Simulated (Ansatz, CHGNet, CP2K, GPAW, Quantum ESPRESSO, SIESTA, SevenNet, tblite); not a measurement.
# What went wrong? CP2K on Rh(111)/Al(100) interface (85 atoms)

Program: CP2K 2026.2, a calculation on a cell of 40 Rh and 45 Al, 17.1 Å³ an atom.

input.inp reads:

```
&GLOBAL
  PROJECT cell
  RUN_TYPE ENERGY_FORCE
  PRINT_LEVEL LOW
&END GLOBAL
&FORCE_EVAL
  METHOD QS
  STRESS_TENSOR ANALYTICAL
  &DFT
    BASIS_SET_FILE_NAME BASIS_MOLOPT_UZH
    POTENTIAL_FILE_NAME POTENTIAL_UZH
    &MGRID
      CUTOFF 350
      REL_CUTOFF 50
    
    &QS
      EPS_DEFAULT 1.0E-12
    &END QS
    &SCF
      SCF_GUESS ATOMIC
      EPS_SCF 1.0E-06
      MAX_SCF 60
      ADDED_MOS 62
      &DIAGONALIZATION
        ALGORITHM STANDARD
      &END DIAGONALIZATION
      &SMEAR ON
        METHOD FERMI_DIRAC
        ELECTRONIC_TEMPERATURE [K] 580
      &END SMEAR
      &MIXING
        METHOD BROYDEN_MIXING
        ALPHA 0.15
        NBROYDEN 8
      &END MIXING
      &PRINT
        &RESTART OFF
        &END RESTART
      &END PRINT
    &END SCF
    &XC
      &XC_FUNCTIONAL PBE
      &END XC_FUNCTIONAL
    &END XC
    &PRINT
      &MULLIKEN ON
      &END MULLIKEN
      &LOWDIN ON
      &END LOWDIN
      &MO ON
        EIGENVALUES T
        OCCUPATION_NUMBERS T
        MO_INDEX_RANGE 397 420
        &EACH
          QS_SCF 0
        &END EACH
        ADD_LAST NUMERIC
      &END MO
    &END PRINT
  &END DFT
  &SUBSYS
    &CELL
      A 14.27420 0.00000 0.00000
      B -2.95580 8.69714 0.00000
      C 0.00000 0.00000 11.72688
    &END CELL
    &TOPOLOGY
      COORD_FILE_NAME structure.xyz
      COORD_FILE_FORMAT XYZ
    &END TOPOLOGY
    &KIND Rh
      BASIS_SET DZVP-MOLOPT-PBE-GTH-q17
      POTENTIAL GTH-PBE-q17
    &END KIND
    &KIND Al
      BASIS_SET DZVP-MOLOPT-PBE-GTH-q3
      POTENTIAL GTH-PBE-q3
    &END KIND
  &END SUBSYS
  &PRINT
    &FORCES ON
    &END FORCES
    &STRESS_TENSOR ON
    &END STRESS_TENSOR
  &END PRINT
&END FORCE_EVAL
```

structure.xyz reads:

```xyz
85

Rh 8.78998 7.84673 0.02252
Rh 9.73716 4.89806 2.18425
Rh 10.78511 6.06878 0.03647
Rh 11.78737 3.25664 2.23983
Rh 6.23540 6.95023 0.02193
Rh 7.20095 4.06887 2.19469
Rh 8.18403 5.24316 0.01407
Rh 9.17200 2.29457 2.21368
Rh 10.21036 3.51747 0.01524
Rh 11.26341 0.57732 2.17076
[... 71 atom lines left out ...]
Al 4.02826 1.72429 9.02935
Al 1.18075 7.55590 4.98005
Al -0.29010 6.10531 7.00048
Al 1.17820 7.58652 9.04060
```

Run with:

```bash
OMP_NUM_THREADS=1 mpirun -np 4 cp2k.psmp -i input.inp > output.txt
```

The program printed:

```text
Possible matches for unknown subsection
 QS
   keyword NGRIDS in section %__ROOT__%FORCE_EVAL%DFT%MGRID score:  105
   keyword NGRIDS in section %__ROOT__%FORCE_EVAL%PROPERTIES%TDDFPT%MGRID score:  105
   keyword NGRIDS in section %__ROOT__%FORCE_EVAL%PROPERTIES%RIXS%TDDFPT%MGRID score:  105
   keyword CUTOFF in section %__ROOT__%FORCE_EVAL%DFT%MGRID score:  104
   subsection RS_GRID in section %__ROOT__%FORCE_EVAL%DFT%MGRID score:  104
 *   ___                                                                       *
 *  /   \                                                                      *
 * [ABORT]                                                                     *
 *  \___/                 unknown subsection QS of section MGRID               *
 *    |                                                                        *
 *  O/|                                                                        *
 * /| |                                                                        *
```

Wall time 0.76 s (4 MPI ranks of Arm Neoverse V2, shared host); peak memory 0.57 GiB.

Banners, paths, timers and routine set-up lines are dropped from the logs unmarked, and long logs keep their key lines alone; longer cuts are marked.

**Question.** Which part of the input is at fault, and how is it mended?

A section left open: &END MGRID left out. Mend: put back the line &END MGRID.

The program stopped at the start.

[Also dropped from logs without a mark: logging warnings of Python, and SIESTA's first energy breakdown and zero terms.]

[Logs are printed without paths, hosts, clocks, repeated set-up lines and the standing remarks that a program may print on its own settings, such as how far it seeks lower states.]

[Hosts, paths, dates, database ids (printed as entryN), source tags and the programs' standing remarks are cut or masked in the printed files.]
